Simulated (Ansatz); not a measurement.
# Ca on W(110): change of the work function, part 2 of 2

Aim: the work function of W(110) at several coverages of Ca (hollow site), and the dipole that each adsorbate carries.

Ansatz 0.2.0; plane-wave DFT, PBE, Ansatz PAW.

So far, work function, upper face (eV): step 2 (the clean slab) 4.84; step 3 (37 atoms, coverage 0.111 ML, cell 3x3) 2.57.

**4. Adsorbate added, k-mesh 6×6×1, coverage 0.25 ML (continued)**

The density of states has structure finer than the step of the table below, so its rows give means over 0.25 eV, whole bins alone (the curve runs from -8 to 1.74 eV). Peaks (eV: height): -3.310: 28.4, -3.100: 43.5, -2.920: 28.9, -2.740: 29.3, -2.590: 27.8, -2.290: 32.1, 1.590: 28.0.

Density of states against energy, zero at the Fermi level; means over each step:

energy (eV), density of states (states/eV a cell) and a bar:
```
    -7.75        0.9 
    -7.50        1.8 #
    -7.25        2.0 #
    -7.00        2.3 ##
    -6.75        2.1 ##
    -6.50        1.6 #
    -6.25        4.3 ####
    -6.00        5.1 #####
    -5.75       10.8 ############
    -5.50        8.4 #########
    -5.25       10.9 #############
    -5.00       11.6 #############
    -4.75       13.1 ###############
    -4.50       20.5 #########################
    -4.25       12.8 ###############
    -4.00       12.2 ##############
    -3.75        9.0 ##########
    -3.50        8.4 #########
    -3.25       19.9 ########################
    -3.00       24.8 ##############################
    -2.75       24.4 ##############################
    -2.50       20.9 #########################
    -2.25       21.9 ##########################
    -2.00       20.7 #########################
    -1.75       22.6 ###########################
    -1.50       22.5 ###########################
    -1.25       15.0 ##################
    -1.00       14.7 #################
    -0.75       10.4 ############
    -0.50       14.2 #################
    -0.25       11.7 ##############
     0.00       13.5 ################
     0.25       13.5 ################
     0.50       14.7 #################
     0.75       14.1 #################
     1.00       18.8 #######################
     1.25       20.4 #########################
     1.50       22.7 ###########################
```

Projected DOS per atom over height of the atomic layer and energy from the Fermi level. Layers: W4 W4 W4 W4 Ca from below.

Values in states/eV, 22 rows by 5 columns, each cell a mean:
```
1.08 1.27 1.23 0.97 0.21
1.11 0.98 0.99 1.08 0.40
1.06 0.61 0.57 0.89 0.38
0.93 0.47 0.49 0.90 0.56
0.79 0.45 0.47 0.94 0.38
1.05 0.40 0.46 0.87 0.23
1.23 0.47 0.53 1.15 0.23
1.71 0.95 0.95 1.55 0.37
1.39 1.07 1.08 1.62 0.42
1.34 1.13 1.14 1.52 0.34
1.34 1.64 1.60 1.41 0.08
0.66 1.25 1.23 0.73 0.01
0.58 0.65 0.64 0.61 0.01
0.77 0.88 0.87 0.76 0.01
0.83 1.20 1.18 0.84 0.03
0.48 0.93 0.93 0.48 0.03
0.39 0.84 0.83 0.40 0.02
0.27 0.46 0.45 0.27 0.02
0.10 0.19 0.19 0.10 0.01
0.11 0.17 0.17 0.12 0.01
0.09 0.16 0.16 0.09 0.01
0.03 0.09 0.09 0.03 0.00
```
Columns: height of the atomic layer (Å) from 9 to 18.2 (not evenly spaced); rows upwards: energy from the Fermi level (eV) from -7.96 to 1.75.

ELF in the ca plane at fractional y = 0.500, with atoms of W and Ca within 0.2 Å of it. It is the smooth field of the valence electrons, not physical close to the nuclei.

Ten even steps from '0' (0.00) to '9' (0.85), each cell a mean:
```
47535434534755734544445443322211000000000000
76335434442577424444455543222221110000000000
43345444553343345444566642101122211000000000
43455444555444455444566410000013332100000000
43345444553343345444565224531012443210000000
76335434542577424444553279984102444210000000
47535444534745734444541499997101454321000000
16635544535723744544541599997201454321000000
77435434533777634444552389995102454310000000
64345434542355335444564147762012443210000000
43455444554333355444566311110013332100000000
43455444554333345444566531000123221000000000
64345434542365335444456643211222110000000000
77435434533777634444455543322211100000000000
16635544535723744544444443322111000000000000
```
Columns run along c (16.0 Å, from fractional 0.32 to 0.90 of the cell), rows up along a (5.5 Å). Atoms in or near the plane, at fractional coordinates: W at (0.32, 0.00), W at (0.49, 0.00), W at (0.32, 0.50), W at (0.49, 0.50), Ca at (0.66, 0.50).

Electrostatic potential energy in the ca plane at fractional y = 0.500, with atoms of W and Ca within 0.2 Å of it. With pseudopotentials it is smooth inside the atoms' cores, unlike the true potential.

Ten even steps from '0' (-59 eV) to '9' (9 eV), each cell a mean:
```
00489999986100279999999999999999999999999999
24689999997423589999999999999999999999999999
77899989999877899999999999999999999999999999
88999888999988999988999999999999999999999999
67899989999777899999999987788999999999999999
23689999997423589999999864468999999999999999
00489999986100269999999730037899999999999999
00389999985000169999999720027899999999999999
02589999986201379999999852247899999999999999
56899989998655789999999976678999999999999999
88999988999888899999999998889999999999999999
88999988999888899988999999999999999999999999
46899989998655789999999999999999999999999999
02589999986201379999999999999999999999999999
00389999985000169999999999999999999999999999
```
Columns run along c (16.0 Å, from fractional 0.32 to 0.90 of the cell; values clipped at the 3rd and 97th percentile), rows up along a (5.5 Å). Atoms in or near the plane, at fractional coordinates: W at (0.32, 0.00), W at (0.49, 0.00), W at (0.32, 0.50), W at (0.49, 0.50), Ca at (0.66, 0.50).

Valence density in the ca plane at fractional y = 0.500, with atoms of W and Ca within 0.2 Å of it. It is the smooth field of the valence electrons, not physical close to the nuclei.

Values in e/Å³, 8 rows by 16 columns, each cell a mean:
```
3.2 0.4 0.3 0.5 3.7 1.5 0.3 0.2 0.1 0.0 0.0 0.0 0.0 0.0 0.0 0.0
0.6 0.3 0.4 0.3 0.6 0.4 0.4 0.3 0.1 0.0 0.0 0.0 0.0 0.0 0.0 0.0
1.0 0.3 0.4 0.3 1.2 0.5 0.3 0.3 0.2 0.7 0.1 0.0 0.0 0.0 0.0 0.0
3.8 0.4 0.3 0.6 4.4 1.9 0.3 0.2 0.9 4.8 0.6 0.0 0.0 0.0 0.0 0.0
3.2 0.4 0.3 0.5 3.7 1.5 0.3 0.2 0.6 3.5 0.4 0.0 0.0 0.0 0.0 0.0
0.6 0.3 0.4 0.3 0.6 0.4 0.4 0.3 0.2 0.3 0.0 0.0 0.0 0.0 0.0 0.0
1.0 0.3 0.4 0.3 1.2 0.5 0.3 0.3 0.1 0.0 0.0 0.0 0.0 0.0 0.0 0.0
3.8 0.4 0.3 0.6 4.4 1.9 0.3 0.2 0.1 0.0 0.0 0.0 0.0 0.0 0.0 0.0
```
Columns run along c (16.0 Å, from fractional 0.32 to 0.90 of the cell), rows up along a (5.5 Å). Atoms in or near the plane, at fractional coordinates: W at (0.32, 0.00), W at (0.49, 0.00), W at (0.32, 0.50), W at (0.49, 0.50), Ca at (0.66, 0.50).

The relaxation took 8 steps and lowered the energy by 0.57 eV; the largest force on the free atoms ends at 0.018 eV/Å.

By hand: a sheet of dipoles makes a step −p/(ε₀A) in the electron's potential. With e/ε₀ = 180.95 V·Å, p = 0.4451 e·Å and A = 28.24 Å², that is −180.95 × (0.4451) / 28.24 = -2.852 eV, and the two vacuum levels of the run differ by -2.852 eV.

The covered face has 2.04 eV, -2.80 eV against the clean one; the bare back face has moved by -0.00 eV, a measure of how thin the slab is.

**5. Work function against coverage**

This step: plane-wave DFT, PBE, Ansatz PAW; work function against coverage (Ansatz 0.2.0).

The runs are now put side by side.

This step gave:

| Quantity | Value |
| --- | --- |
| work function of the clean face | 4.845 eV |
| largest change of the work function | -2.800 eV |

Work function of the covered face against coverage:

| coverage (adsorbates/nm²) | work function of the covered face (eV) |
| --- | --- |
| 0.00 | 4.84 |
| 1.57 | 2.57 |
| 3.54 | 2.04 |

The dipole per adsorbate comes from the change of the cell's dipole. Coverage, by row:

| coverage (1/nm²) | coverage (ML) | work function (eV) | change (eV) | dipole per adsorbate, positive end outwards (debye) | mean height of the added atoms over the highest substrate atom (Å) |
| --- | --- | --- | --- | --- | --- |
| 1.573 | 0.1111 | 2.569 | -2.275 | 3.821 | 2.509 |
| 3.541 | 0.25 | 2.045 | -2.8 | 2.097 | 2.501 |

**6. Outcome**

| Quantity | Value |
| --- | --- |
| work function of the clean face | 4.84 eV |
| work function at 0.11 ML | 2.57 eV |
| work function at 0.25 ML | 2.04 eV |
| dipole per adsorbate at 0.11 ML, positive end outwards | 3.82 D |

In words: Ca lowers the work function of W(110) at the lowest coverage, by 2.28 eV: the adsorbate layer has its positive end outwards. The slab has 4 layers, at the tabulated experimental lattice constant, one starting site was run, and quantum-size effects of a slab this thin can reach one or two tenths of an eV.

[Logs are printed without paths, hosts, clocks, repeated set-up lines and the standing remarks that a program may print on its own settings, such as how far it seeks lower states.]

[Hosts, paths, dates, database ids (printed as entryN), source tags and the programs' standing remarks are cut or masked in the printed files.]

[Maps of the electrostatic potential energy from Ansatz leave out the sawtooth potential of an applied field or a dipole correction, so their vacuum need not be flat; planar profiles and work functions include it.]
